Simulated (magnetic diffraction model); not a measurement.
# Which magnetic order? CrAgBiS₄

Space group Pna2_1 (no. 33), a = 9.9920 Å, b = 11.5870 Å, c = 6.2610 Å.

```csv
site,atom,x,y,z
4a,Bi,0.7689,0.1426,0.0665
4a,Ag,0.9559,0.3818,0.4452
4a,Cr,0.8330,0.9618,0.4666
4a,S,0.9406,0.0704,0.1515
4a,S,0.8677,0.5438,0.7142
4a,S,0.7416,0.1489,0.7598
4a,S,0.7730,0.2981,0.1856
```

This is a made-up structure (elements placed in a structure type, unrelaxed), so the numbers test the method and describe no known phase.

Only Cr is taken to order (form factors of Cr4+); orders and moment sizes are assumed, and not adapted to the symmetry. Radiation: neutrons of λ = 4.2 Å, 3° to 65°; isotropic B of 0.29 Å² (Bi), 0.37 Å² (Ag), 0.41 Å² (Cr) and 0.38 Å² (S). The intensities are simulated: I ∝ L Σ (|F_N|² + |F_M⊥|²) for unpolarised neutrons, with F_M = 2.695 fm/μB × Σ f(s) S exp(2πi Q·r) exp(−B s²) at Q = H ± k (one set where k and −k are equivalent), only the part normal to Q counting and L = 1/(sin²θ cos θ). For collinear order S is the moment m, which repeats by lattice and centring translations R with the sign exp(−2πi k·R). Form factors are spin-only for 3d ions and dipole or tabulated for f ions, scattering lengths are Sears's of 1992, and absorption is left out. A label names one of the reflections at its angle. The strongest nuclear line in the range is 100, and lines under 0.2 are left out.

Above the ordering temperature:

```
2θ (°)    index      I
 32.23  (1 1 0)    5.6
 42.51  (0 2 0)    6.6
 44.82  (0 1 1)   87.7
 49.54  (1 2 0)   80.9
 49.71  (2 0 0)   46.3
 51.61  (1 1 1)   47.2
 54.48  (2 1 0)   12.7
 64.92  (1 2 1)  100.0
```

Below it (cell unchanged):

```tsv
2θ (°)	I
22.83	5.8
31.13	13.3
32.23	5.6
41.84	4.7
42.51	6.6
44.82	87.7
47.21	7.7
48.78	7.3
49.54	80.9
49.71	46.3
51.61	47.2
54.48	12.7
61.17	5.0
64.92	100.0
```

**Question.** Find the propagation vector, then choose among these models:
A. collinear moments along [001], 1.53 μB on Cr; signs + at (0.8330, 0.9618, 0.4666), + at (0.6670, 0.4618, 0.9666), − at (0.3330, 0.5382, 0.4666), − at (0.1670, 0.0382, 0.9666)
B. collinear moments along [111], 1.53 μB on Cr; signs + at (0.8330, 0.9618, 0.4666), + at (0.6670, 0.4618, 0.9666), + at (0.3330, 0.5382, 0.4666), + at (0.1670, 0.0382, 0.9666)
C. collinear moments along [001], 1.53 μB on Cr; signs + at (0.8330, 0.9618, 0.4666), + at (0.6670, 0.4618, 0.9666), + at (0.3330, 0.5382, 0.4666), + at (0.1670, 0.0382, 0.9666)
D. collinear moments along [111], 1.53 μB on Cr; signs + at (0.8330, 0.9618, 0.4666), + at (0.6670, 0.4618, 0.9666), − at (0.3330, 0.5382, 0.4666), − at (0.1670, 0.0382, 0.9666)

The new lines index as (1/2 0 1/2) at 22.83°, (1/2 1 1/2) at 31.13°, (3/2 0 1/2) at 41.84° and (3/2 1 -1/2) at 47.21°, that is as H ± k with k = (1/2 0 1/2). Half indices mean that the moments reverse under translations with k·R a half-integer, and the magnetic cell has twice the primitive volume.

Magnetic intensity, observed (below minus above) and for each model:

| 2θ (°) | index | observed | A | B | C | D |
| --- | --- | --- | --- | --- | --- | --- |
| 22.83 | (1/2 0 1/2) | 5.8 | 5.8 | 14.1 | 5.8 | 14.1 |
| 31.13 | (1/2 1 1/2) | 13.3 | 13.3 | 16.9 | 13.3 | 14.6 |
| 41.84 | (3/2 0 1/2) | 4.7 | 4.7 | 3.0 | 4.7 | 3.0 |
| 47.21 | (3/2 1 -1/2) | 7.7 | 7.7 | 6.6 | 7.7 | 8.4 |
| 48.78 | (1/2 2 1/2) | 7.3 | 7.3 | 2.8 | 7.3 | 6.9 |
| 61.17 | (3/2 2 1/2) | 5.0 | 5.0 | 5.1 | 5.0 | 0.5 |
| 61.86 | (1/2 0 3/2) | <0.2 | <0.2 | 2.4 | <0.2 | 2.4 |

Models A and C match alike on every line, so these data can't choose among them (such ties are often domains of one structure).

The structure used: k = (1/2 0 1/2), collinear moments along [001], 1.53 μB on Cr; signs + at (0.8330, 0.9618, 0.4666), + at (0.6670, 0.4618, 0.9666), − at (0.3330, 0.5382, 0.4666), − at (0.1670, 0.0382, 0.9666).

[Logs are printed without paths, hosts, clocks, repeated set-up lines and the standing remarks that a program may print on its own settings, such as how far it seeks lower states.]
